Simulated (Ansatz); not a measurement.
# BeHg (built on the sites of a database entry of SrHg): from the cell to its phonons, part 2 of 2

Task: relax BeHg (built on the sites of a database entry of SrHg), then find its harmonic phonons.

Ansatz 0.2.0; DFT PBEsol, scalar-relativistic, plane waves, PseudoDojo norm-conserving pseudopotentials.

So far. Step 4 (Tight relaxation): The forces vanish by symmetry and the pressure is 0.000 GPa, within the tolerances set. The cell now holds 14.61 Å³/atom. Step 5 (Linear response at the zone centre): Before it was imposed, the acoustic sum rule was missed by 3.3e-4 eV/Å². Small misses are needed for a sound result but don't prove that mesh and cutoff are converged. The lowest optical mode is real, 216 cm⁻¹. The relaxed cell has a = 3.080 Å (conventional setting).

The structure was built from a prototype and need not be the compound's stable phase.

### 6. Phonons on a q mesh

Stability and thermal properties need the whole zone. Linear response on a 4×4×4 q mesh gives force constants as far as a supercell of that size would.

input.yaml

```yaml
crystal:
  lattice:
    - [3.0800949983, 0.0, 0.0]
    - [0.0, 3.0800949983, 0.0]
    - [0.0, 0.0, 3.0800949983]
  atoms:
    - { symbol: Be, position: [0.5, 0.5, 0.5] }
    - { symbol: Hg, position: [0.0, 0.0, 0.0] }
kpoints:
  mp_grid: { grid: [12, 12, 12] }
hamiltonian:
  xc: pbesol
  pseudopotentials: { kind: nc, accuracy: standard }
scf:
  occupations: { method: methfessel_paxton, width: 0.15 }
output:
  eigenvalues: true
phonons:
  method: dfpt
  qmesh: [4, 4, 4]
  temperatures: { t_max: 1000, t_step: 50 }
  qpath:
    path:
      - [[0.0, 0.0, 0.0], [0.0, 0.5, 0.0], [0.5, 0.5, 0.0], [0.0, 0.0, 0.0], [0.5, 0.5, 0.5], [0.0, 0.5, 0.0]]
      - [[0.5, 0.5, 0.5], [0.5, 0.5, 0.0]]
    npoints: 10
```

The run is started by

```console
ansatz run input.yaml --threads 4 --pin off --max-ram 7168MiB --backend cpu --events-out ev --progress --plain --runs-dir out
```

Numbers of over 12 decimals in the logs are rounded to 6 here.

The log of the run:

```text
[...]
Crystal: 2 atoms, lattice volume = 29.221 Å³
Basis set: ecut = 1197.300995 eV, 2777 PW (Γ), exchange–correlation on 72×72×72 points (8 copies of the dense FFT grid, shifted against one another)
Bands: 16, of which v1, the nominal top of the filled ones, is band 12 counted from 1 (11 counted from 0)
Symmetry: 48 space group operations
k-points: 84 of 1728
[...]
SCF iter   1: F=—  HF=-4909.675338 eV  |F-HF|=—  |Δ(HF+E_count)|=         —  Δρ=6.81e-2  dr2=2.01e0  ethr=3.10e-3  ⟨swp⟩=6.5  Hψ=8261  notcnv=0
[...]
SCF iter   9: F=-4909.028383 eV  HF=-4909.028383 eV  |F-HF|=1.82e-12  |Δ(HF+E_count)|=  1.64e-11  S|Δr|=    0.00e0  Δρ=1.05e-7  dr2=7.32e-13  ethr=1.00e-12  ⟨swp⟩=10.1  Hψ=9254  notcnv=0
SCF 1 converged in 9 iterations: F = -4909.028383 eV  dr2 = 7.32e-13
[...]
SCF iter   6: F=-4909.028383 eV  HF=-4909.028383 eV  |F-HF|=5.46e-12  |Δ(HF+E_count)|=  9.09e-13  S|Δr|=    0.00e0  Δρ=1.56e-7  dr2=5.52e-12  ethr=1.00e-12  ⟨swp⟩=3.9  Hψ=3848  notcnv=0
SCF 2 converged in 6 iterations: F = -4909.028383 eV  dr2 = 5.52e-12
phonons: the bands overlap, so this run is a metal and interpolates without the dipole-dipole term. If the crystal is really an insulator or semiconductor, its LO-TO splitting is missing
NSCF: frozen V_eff on 84 k-points
[...]
DFPT response loops at q = (0, 0, 0) (fractional): preconditioner auto → Kerker (q_TF=auto, 2.640 Å⁻¹) (partly filled bands, converged f_vac=0.000); β = 1.00, the filter's whole step (`scf.mixing.beta` (0.50) is not read by the response loops under this deck's `scf.mixing.preconditioner`; to damp them name `kerker` or `kerker_dos`, under which they read `scf.mixing.beta`, and type it under 1.00, their step now; both keys bind the ground state too); Broyden in place of MSR1
[...]
SCF converged after 9 iterations
[...]
Free energy (F): -4909.028383 eV
[...]
Internal energy: -4909.027664 eV  (E = F + TS)
E sigma→0 (E₀):  -4909.028203 eV
Entropy (-TS):   -0.000719 eV (-0.359 meV/atom)
Fermi energy:    15.916309 eV
[...]
--- Band table (eV; the first three rows and the last of 84) ---
  k-point 0: bands = [... 8 lower, 8.2633, 8.2633, 8.2633, 18.3177, 18.3177, 18.3177, 23.7234, 25.8509]
  k-point 1: bands = [... 8 lower, 8.2063, 8.2063, 8.2680, 17.6638, 18.4919, 18.4919, 23.9144, 25.7589]
  k-point 2: bands = [... 8 lower, 8.0560, 8.0560, 8.2810, 16.2231, 18.9922, 18.9922, 24.1169, 25.5075]
  k-point 83: bands = [... 8 lower, 8.9807, 8.9807, 17.3862, 17.3862, 17.3862, 17.4901, 17.6607, 18.5800]
--- Phonons (Γ-DFPT): 2 representative perturbations + reference (Σ response iterations 5) ---
  ASR residual: 2.379e-4 → 0.000e0 eV/Å²; symmetrization residual: 6.864e-7 eV/Å²
  ASR residual per site (eV/Å²): 1.18e-5 2.38e-4
  Γ frequencies (cm⁻¹): 0.00 0.00 0.00 216.18 216.18 216.18
--- Phonons (arbitrary-q DFPT): 10 irreducible q on the 4×4×4 mesh ---
  q = [0.0000, 0.0000, 0.0000] (star 1, of the zone-centre solve; hermiticity 9.26e-7, symmetrization 6.43e-14): -0.00 -0.00 0.00 216.18 216.18 216.18
  q = [0.0000, 0.0000, 0.2500] (star 6, 4 solved perturbations in 1848 linear systems a pass and spin channel, the states on 588 of 1728 k-point pairs; hermiticity 5.78e-7, symmetrization 8.81e-13, the responses' own estimated error 4.8e-5 eV/Å²): 20.87 20.87 79.76 204.27 204.27 231.88
[...]
q = [0.0000, 0.2500, -0.5000] (star 12, 6 solved perturbations on 588 of 1728 k-point pairs; hermiticity 2.61e-7, symmetrization 5.53e-8, the responses' own estimated error 4.6e-5 eV/Å²): 24.17 48.65 75.52 244.43 245.25 253.81
[...]
sum rule: each row above includes the acoustic sum rule's correction from the zone centre's row sums; it moved no ω² by more than (0.60 cm⁻¹)²
  mesh force constants: q→R imaginary residual 3.70e-18; ASR residual 2.379e-4 → 0.000e0 eV/Å²; symmetrization residual 2.665e-15 eV/Å²
  interpolated dispersion: 62 rows × 6 modes
  density of states and harmonic sums: on the 20×20×20 q-mesh, interpolated from the force constants of a 4×4×4 supercell (no non-analytic term)
  largest difference from the sums on the solved wave vectors: F 5.84e-2 eV, S 6.92e-5 and C_V 1.29e-5 eV/K
  zero-point energy: 0.048396 eV/cell   skipped modes (ω ≤ 0): 192, of them read as no rigid motion or as one in doubt: 189 (6.244e-1 modes/cell left out, lowest -77.46 cm⁻¹)   left out of the sums: 1.04e-1 of the cell's modes: C_V's classical limit lies that fraction below 3 k_B per atom; for a crystal, a wire or a layer, F and S can be off by more, and a phonons.interpolated_qmesh denser along its periods is the remedy for the sampling
```

The job ended after 8.3 min (4 threads of Arm Neoverse V2, shared host; peak memory 3.8 GiB; 33 min of CPU time).

Numbers from this step:

| Item | Value |
| --- | --- |
| sum-rule residual before enforcement | 2.38e-4 eV/Å² |
| lowest frequency on the path | -77.46 cm⁻¹ |
| highest frequency on the path or at a solved wavevector | 279.6 cm⁻¹ |
| lowest mode on the q mesh (acoustic modes at Γ apart) | -76.63 cm⁻¹ |

Frequencies (cm⁻¹) solved at each irreducible wavevector; negative means imaginary. Frequencies by wavevector, by row:

```tsv
q in reciprocal lattice units	star	mode 1	mode 2	mode 3	mode 4	mode 5	mode 6
0 0 0	1	0	0	0	216.2	216.2	216.2
0 0 0.25	6	20.9	20.9	79.8	204.3	204.3	231.9
0 0 -0.5	3	28.4	28.4	108.1	200	200	250.6
0 0.25 0.25	12	-14.9	26.4	82	229.7	234.2	237.8
0 0.25 -0.5	12	24.2	48.6	75.5	244.4	245.2	253.8
0 -0.5 -0.5	3	-76.6	-76.6	-24.2	233.3	233.3	269.6
0.25 0.25 0.25	8	24	24	69.1	196.2	196.2	279.6
0.25 0.25 -0.5	12	-21.2	70.6	72.6	129.6	221.4	266.3
0.25 -0.5 -0.5	6	-73	-73	72.5	186.2	186.2	215.3
-0.5 -0.5 -0.5	1	77.2	77.2	77.2	90.4	90.4	90.4
```

Interpolated from a 4×4×4 q mesh. Phonon branches along the path, in cm⁻¹:

```tsv
point	branch 1	branch 2	branch 3	branch 4	branch 5	branch 6
Γ	0	0	0	216	216	216
halfway	21	21	80	204	204	232
X	28	28	108	200	200	251
halfway	24	49	76	244	245	254
M	-77	-77	-24	233	233	270
halfway	-15	26	82	230	234	238
Γ	0	0	0	216	216	216
halfway	24	24	69	196	196	280
R	77	77	77	90	90	90
halfway	-21	71	73	130	221	266
X	28	28	108	200	200	251
jump to R	77	77	77	90	90	90
halfway	-73	-73	72	186	186	215
M	-77	-77	-24	233	233	270
```

The phonon branches as a text plot (rows in cm⁻¹):

```
    272 |             ***               ***         **          *
    257 |       ******   **            *              ****    **
    242 |    ***   **** ******       **    *       * * *
    228 |  **     **   *     ***    *               *          **
    213 |***                  **********          *     *    **
    198 |   ******                      *   *      *   ***
    183 |                                             *     **
    168 |                                **      **         *
    153 |                                  *         *     *
    138 |                                    *   *
    123 |                                   *   *   *
    108 |      ***                           *     *    ***
     94 |    **   **                          *****   **  *
     79 |   *              ****               ********     ***
     64 |                 *    *     ******  *  *  ***
     49 |  *      ***           *   *      * *   **   **  *   *
     34 | *    ******    *         *        *   *    *****     *
     19 |* ****     **    ********   *******
      4 |**          *          *****
    -11 |             *  *   ***                                *
    -25 |            * **  **                       *
    -40 |                 *                      * *
    -55 |             * **                        *        *
    -70 |              **                                   *****
         Γ      X      M          Γ            R        X|R     M
```

The phonon density of states has structure finer than the step of the table below, so its rows give means over 20 cm⁻¹, whole bins alone (the curve runs from -77.5 to 282 cm⁻¹). Peaks (cm⁻¹: height): 27.5: 0.0579, 72.5: 0.0360, 212.5: 0.0393, 267.5: 0.0328.

Tetrahedra on a 20×20×20 mesh, mean over bins of 5 cm-1. Interpolated from a 4×4×4 q mesh. Phonon density of states against wavenumber; means over each step:

```tsv
wavenumber (cm⁻¹)	phonon density of states (1/cm⁻¹/cell)
-60	0.00827
-40	0.00954
-20	0.00784
0	0.0111
20	0.0323
40	0.0295
60	0.0168
80	0.0272
100	0.00665
120	0.00254
140	0.00401
160	0.00593
180	0.00913
200	0.0239
220	0.0352
240	0.0344
260	0.0258
```

The partial phonon density of states has structure finer than the step of the table below, so its rows give means over 10 cm⁻¹, whole bins alone (the curve runs from -85.9 to 299 cm⁻¹). Peaks (cm⁻¹: height): Be 211.7: 0.0348, 267.3: 0.0281; Hg -13.3: 0.0102, 27.8: 0.0508, 73.8: 0.0324.

Phonopy on the run's constants, 19x19x19 mesh, Gaussian sigma 2.7 cm-1. Interpolated from a 4×4×4 q mesh. Table of partial phonon density of states by wavenumber; means over each step; values in 1/cm⁻¹/cell:

```tsv
wavenumber (cm⁻¹)	Be	Hg
-80	3.7e-4	9.7e-4
-70	0.00169	0.00437
-60	0.00238	0.00609
-50	0.00274	0.00808
-40	0.00236	0.00711
-30	0.00206	0.00861
-20	0.00125	0.00678
-10	0.00103	0.00716
0	3.0e-4	0.00366
10	0.00111	0.0138
20	0.00195	0.0299
30	0.00199	0.0451
40	0.00202	0.0260
50	0.00132	0.0176
60	7.9e-4	0.0131
70	0.00149	0.0261
80	0.00120	0.0287
90	6.6e-4	0.0135
100	0.00103	0.00625
110	0.00113	0.00125
120	0.00195	8.1e-4
130	0.00228	7.5e-4
140	0.00299	9.8e-4
150	0.00403	0.00102
160	0.00468	0.00123
170	0.00537	0.00118
180	0.00838	0.00149
190	0.0100	0.00151
200	0.0222	0.00186
210	0.0336	0.00246
220	0.0308	0.00284
230	0.0310	0.00321
240	0.0319	0.00299
250	0.0293	0.00148
260	0.0219	7.7e-4
270	0.0245	0.00102
280	0.00604	2.5e-4
290	4.8e-5	1.7e-6
```

Second derivatives of the energy by pair, one row for each kind of neighbour of each atom listed. Each entry sums the pair over the periodic images of the supercell that the q mesh stands for, and in a polar crystal it holds the long-range dipole part too. Force constants by pair, by row:

```tsv
atom	neighbour	distance (Å)	third of the trace (eV/Å²)	along the pair's line (eV/Å²)
Be1	itself	0	1.554	–
Be1	Hg	2.667	-0.2024	-1.134
Be1	Be	3.08	0.0726	0.0874
Be1	Be	4.356	-0.0686	-0.2233
Be1	Hg	5.108	0.0152	0.0491
Be1	Be	5.335	0.0243	0.1109
Be1	Be	6.16	-0.0168	-0.0488
Be1	Hg	6.713	-0.0047	-0.0269
Be1	Be	6.887	-0.0028	0.0072
Hg2	itself	0	4.24	–
Hg2	Be	2.667	-0.2024	-1.134
Hg2	Hg	3.08	-0.3859	-1.648
Hg2	Hg	4.356	-0.0292	-0.1323
Hg2	Be	5.108	0.0152	0.0491
Hg2	Hg	5.335	-0.0133	-0.0131
Hg2	Hg	6.16	-0.0894	-0.2628
Hg2	Be	6.713	-0.0047	-0.0269
Hg2	Hg	6.887	0.0072	0.0291
```

Symmetry leaves 10 wavevectors to solve. The lowest mode among them, the acoustic zeros apart, lies at q = (0, -0.5, -0.5) and is imaginary, 76.6i cm⁻¹, so the energy falls along it.

### 7. Summary of results

```
space group after relaxation (within 0.01 Å)            : Pm-3m
volume per atom                                         : 14.6 Å³
electronic character                                    : no gap on this mesh
highest optical mode at the zone centre (no LO-TO term) : 216 cm⁻¹
lowest optical zone-centre mode                         : 216 cm⁻¹
lowest mode on the q mesh (acoustic modes at Γ apart)   : -76.6 cm⁻¹
highest frequency on the path or at a solved wavevector : 280 cm⁻¹
imaginary modes on the 4×4×4 q mesh                     : yes
```

In words: Modes are clearly imaginary (beyond 10i cm⁻¹) at 4 of the 10 irreducible wavevectors, most at q = (0, -0.5, -0.5) (76.6i cm⁻¹), so this structure is not a minimum of the energy. The optical modes at Γ form one degenerate level at 216 cm⁻¹. The highest mode in this list at Γ, 216.2 cm⁻¹, is mostly motion of Be (96 % of the kinetic energy). With no gap, or one that is small against the smearing, the frequencies hang on the k mesh and the smearing, most of all near Kohn anomalies. Spin-orbit coupling is left out, which can matter for the heavy elements here. The starting cell was built on a prototype and not taken from a measurement, so the phase need not exist. These are harmonic frequencies at zero temperature: anharmonic shifts, linewidths and thermal expansion are left out.

[Logs are printed without paths, hosts, clocks, repeated set-up lines and the standing remarks that a program may print on its own settings, such as how far it seeks lower states.]

[Hosts, paths, dates, database ids (printed as entryN), source tags and the programs' standing remarks are cut or masked in the printed files.]
